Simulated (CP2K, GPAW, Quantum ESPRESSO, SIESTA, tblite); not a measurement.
# Running amorphous carbon (160 atoms) with SIESTA, part 2 of 2

Aim: run amorphous carbon (160 atoms) in SIESTA and see how near its forces come to a plane-wave reference, and at what cost.

Program: SIESTA 5.4.2; the method stands at each step. Banners, paths, timers and routine set-up lines are dropped from the logs unmarked, and long logs keep their key lines alone; longer cuts are marked. The potentials were converted by us to PSML.

So far. Step 2 (PBE, DZP, shift 0.01 Ry, mesh 300 Ry): Forces lie 15 % from the reference's, at 0.66 times its CPU time. Step 3 (PBE, SZ, shift 0.01 Ry, mesh 300 Ry): Against the first run (15 %), the force difference from the reference is 51 %, at 0.22 times the CPU time (on 1 against 4 cores), with 640 basis functions against 2080: the smaller basis costs accuracy.

## Step 4: PBE, DZP, shift 0.01 Ry, mesh 150 Ry

Method: Kohn-Sham DFT, PBE, PseudoDojo 0.4.1 norm-conserving pseudopotentials (converted to PSML), numerical atomic orbitals (DZP), diagonalisation.

File input.fdf:

```
SystemLabel cell
NumberOfAtoms 160
NumberOfSpecies 1
%block ChemicalSpeciesLabel
  1 6 C
%endblock ChemicalSpeciesLabel
LatticeConstant 1.0 Ang
%block LatticeVectors
  12.34060 0.00000 0.00000
  0.00000 12.34060 0.00000
  0.00000 0.00000 12.34060
%endblock LatticeVectors
PAO.BasisSize DZP
PAO.EnergyShift 0.01 Ry
XC.Functional GGA
XC.Authors PBE
MeshCutoff 150 Ry
%block kgrid_Monkhorst_Pack
  1 0 0 0.0
  0 1 0 0.0
  0 0 1 0.0
%endblock kgrid_Monkhorst_Pack
SolutionMethod diagon
OccupationFunction FD
ElectronicTemperature 580 K
SCF.Mixer.Method Pulay
SCF.Mixer.Weight 0.05
SCF.Mixer.History 8
SCF.Mix Hamiltonian
MaxSCFIterations 300
SCF.DM.Tolerance 1e-04
SCF.H.Tolerance 1.0e-3 eV
WriteForces T
Write.HirshfeldPop T
Write.VoronoiPop T
Write.DM F
Write.H F
XML.Write F
AtomicCoordinatesFormat Fractional
%block AtomicCoordinatesAndAtomicSpecies
[... 160 atom lines left out: the same atoms as in the first run ...]
%endblock AtomicCoordinatesAndAtomicSpecies
```

Launch:

```console
OMP_NUM_THREADS=1 mpirun -np 4 siesta < input.fdf > output.txt
```

Log:

```text
Version         : 5.4.2
reinit: System Name:
reinit: System Label: cell
initatom: Reading input for the pseudopotentials and atomic orbitals ----------
Species number:   1 Atomic number:    6 Label: C
Ground state valence configuration (from tables):   2s02  2p02  3d00  4f00
---- Processing specs for species: C
GGA--PBE XC_GGA_X_PBE--XC_GGA_C_PBE pb
C pseudopotential only contains V_ls up to l=1 -- lmxkb reset.
Using PAO.SplitTailNorm
%block ChemicalSpeciesLabel
    1    6 C                       # Species index, atomic number, species label
%endblock ChemicalSpeciesLabel
%block PAO.Basis                 # Define Basis set
C                     2                    # Species label, number of l-shells
 n=2   0   2                         # n, l, Nzeta
   4.484      3.048
[... lines left out ...]
Total number of electrons:   640.000000
[... lines left out ...]
stepf: Fermi-Dirac step function
        iscf     Eharris(eV)        E_KS(eV)     FreeEng(eV)     dDmax    Ef(eV) dHmax(eV)
[... lines left out ...]
SCF Convergence by DM+H criterion
[... lines left out ...]
SCF cycle converged after 25 iterations
[... lines left out ...]
   Max   10.860634
[... lines left out ...]
   Max   10.860634    constrained
Stress tensor Voigt[x,y,z,yz,xz,xy] (kbar):       65.24       70.09       15.30       19.63        8.62       -3.11
[... lines left out ...]
Target enthalpy (eV/cell)   -26016.8013
siesta: Program's energy decomposition (eV):
siesta: Ebs     =     -8518.810229
siesta: Eions   =     45145.874890
siesta: Ena     =     12029.116418
siesta: Ekin    =     17399.974863
siesta: Enl     =      -807.534927
siesta: DEna    =      -385.845008
siesta: DUscf   =        31.734940
siesta: Ex      =     -8340.758315
siesta: Ec      =      -797.211887
siesta: Exc     =     -9137.970202
siesta: Eharris =    -26016.398807
siesta: Etot    =    -26016.398805
siesta: FreeEng =    -26016.801258
siesta: Final energy (eV):
siesta:  Band Struct. =   -8518.810229
siesta:       Kinetic =   17399.974863
siesta:       Hartree =   14319.178820
siesta:         Exch. =   -8340.758315
siesta:         Corr. =    -797.211887
siesta:   Exch.-corr. =   -9137.970202
siesta:  Ion-electron =  -44595.994498
siesta:       Ion-ion =   -4001.587788
siesta:         Total =  -26016.398805
siesta:         Fermi =      -4.857902
siesta: Stress tensor (static) (eV/Ang**3):
siesta:     0.040718   -0.001942    0.005377
siesta:    -0.001942    0.043746    0.012249
siesta:     0.005377    0.012249    0.009551
siesta: Cell volume =       1879.355013 Ang**3
siesta: Pressure (static):
siesta:                Solid            Molecule  Units
siesta:          -0.00034131         -0.00012268  Ry/Bohr**3
siesta:          -0.03133796         -0.01126372  eV/Ang**3
siesta:         -50.20894261        -18.04646327  kBar
    Orbital volume contribution        =          60.752364 eV
    (Free)E + p_basis*V_orbitals       =      -25956.048894 eV
    (Free)Eharris+ p_basis*V_orbitals  =      -25956.048895 eV
Hirshfeld Atomic Populations:
Atom #   charge [q] valence [e]  Species
     1     0.022215    3.977785  C
     2    -0.003331    4.003331  C
     3     0.005297    3.994703  C
[...]
--------------------
 Total    -0.000048
Voronoi Atomic Populations:
Atom #   charge [q] valence [e]  Species
[...]
159     0.026880    3.973120  C
   160    -0.003194    4.003194  C
--------------------
 Total    -0.000049
```

The job ended after 1.7 min (4 MPI ranks of Arm Neoverse V1, shared host; peak memory 1.7 GiB).

Numbers from this run, and their distance from the reference:

* r.m.s. force component: 2.148 eV/Å
* r.m.s. difference of force components: 294 meV/Å
* longest difference of force vectors: 1169 meV/Å
* force difference over r.m.s. force: 14.56 %
* slope of forces against the reference's: 1.055
* correlation of force components: 0.9919
* pressure: -5.021 GPa
* pressure difference: 5.089 GPa
* energy less the same-level run's: 0.2323 meV/atom
* r.m.s. force difference from the same-level run: 0.755 meV/Å

This is a coarse setting, run to see what it loses.

Against the first run (15 %), the force difference from the reference is 15 %, at 0.49 times the CPU time: the change moves forces by 0.76 meV/Å r.m.s., so most of the difference comes from elsewhere.

## Step 5: All runs compared

Differences are against the plane-wave reference, forces as r.m.s. over components; share is that over the reference's r.m.s. force, slope the least-squares factor from reference forces to these. Total energies of different programs have different zeros and aren't compared.

| run | Δ force, r.m.s. (meV/Å) | share (%) | slope | Δ pressure (GPa) | cores | CPU time | memory (GiB) |
| --- | --- | --- | --- | --- | --- | --- | --- |
| reference | - | - | - | - | 4 | 21 min | 7.0 |
| SIESTA PBE, DZP, shift 0.01 Ry, mesh 300 Ry | 294 | 14.6 | 1.055 | 5.09 | 4 | 14 min | 2.7 |
| SIESTA PBE, SZ, shift 0.01 Ry, mesh 300 Ry (coarse) | 1032 | 51.1 | 1.190 | 24.2 | 1 | 3 min | 0.94 |
| SIESTA PBE, DZP, shift 0.01 Ry, mesh 150 Ry (coarse) | 294 | 14.6 | 1.055 | 5.09 | 4 | 6.7 min | 1.7 |

Rows marked coarse were listed beforehand as settings not expected to be converged; some can still land near the reference.

CPU time is summed over cores on a shared host, where runs went side by side, so it is rough. Symmetry, cutoffs, thresholds, outputs and thread counts weren't matched or tuned between programs; memory under MPI is the largest rank's times the ranks.

Within one program, basis, potentials and functional, energies share a zero. Each run against its twin at the usual cutoff or grid and solver:

```
                                        run                             twin  Δ energy (meV/atom)  Δ force, r.m.s. (meV/Å)  CPU time over the twin's
SIESTA PBE, DZP, shift 0.01 Ry, mesh 150 Ry  DZP, shift 0.01 Ry, mesh 300 Ry                0.232                    0.755                      0.49
```

A second geometry, displaced anew (every atom was moved at random, 0.08 Å r.m.s. a Cartesian component), gives an energy difference that all programs can be tested on. The reference puts it at 180.2 meV/atom.

```csv
run,energy less the first geometry's (meV/atom),error (meV/atom),force share at the second geometry (%)
"SIESTA PBE, DZP, shift 0.01 Ry, mesh 300 Ry",198.8,18.6,17.6
"SIESTA PBE, SZ, shift 0.01 Ry, mesh 300 Ry",232.3,52.0,51.6
"SIESTA PBE, DZP, shift 0.01 Ry, mesh 150 Ry",198.8,18.6,17.6
```

## Step 6: What came out

* nearest in forces: a tie at 15 % of 2 runs: SIESTA PBE, DZP, shift 0.01 Ry, mesh 300 Ry; SIESTA PBE, DZP, shift 0.01 Ry, mesh 150 Ry (coarse)

In words: The PBE run in local orbitals, coarse settings apart, differs by 15 % (SIESTA PBE, DZP, shift 0.01 Ry, mesh 300 Ry); basis, grid and potentials can all enter. Runs with settings chosen to be coarse differ by 15 % (SIESTA PBE, DZP, shift 0.01 Ry, mesh 150 Ry) to 51 % (SIESTA PBE, SZ, shift 0.01 Ry, mesh 300 Ry), their programs' other errors included. Of the electronic-structure runs that take under half the reference's CPU time, SIESTA PBE, DZP, shift 0.01 Ry, mesh 150 Ry comes nearest, at 15 % in 6.7 min against 21 min; its pressure misses by +5.1 GPa. In pressure, SIESTA PBE, SZ, shift 0.01 Ry, mesh 300 Ry misses by +24.2 GPa, at the same functional. The energy difference between the two geometries, 180 meV/atom in the reference, is met best by SIESTA PBE, DZP, shift 0.01 Ry, mesh 300 Ry (+18.6) and SIESTA PBE, DZP, shift 0.01 Ry, mesh 150 Ry (coarse) (+18.6) and worst by SIESTA PBE, SZ, shift 0.01 Ry, mesh 300 Ry (coarse) (+52). Forces of 2.0 eV/Å r.m.s. are well above thermal ones: they come largely from the bond lengths of the classical model and from the random displacements, and they dominate the comparison. The reference's pressure holds the uncorrected Pulay stress of its 45 Ry basis, so small pressure differences, and their order, may be the reference's own error. The quench rate of 500 K/ps is many orders above laboratory rates, so the cell is likely richer in defects and strain than a real sample. The network of bonds at the start is that of the classical potential that made the cell, and needn't be the one that DFT or experiment would give. The reference's stress is far from hydrostatic: its diagonal is -11.1, -12.1, -7.1 GPa, compression counted positive. The electronic-structure runs sample only Γ, in a cell whose shortest periodic width is 12 Å, which is coarse for a cell with partly filled levels.

[Also dropped from logs without a mark: logging warnings of Python, and SIESTA's first energy breakdown and zero terms.]

[Logs are printed without paths, hosts, clocks, repeated set-up lines and the standing remarks that a program may print on its own settings, such as how far it seeks lower states.]

[Hosts, paths, dates, database ids (printed as entryN), source tags and the programs' standing remarks are cut or masked in the printed files.]
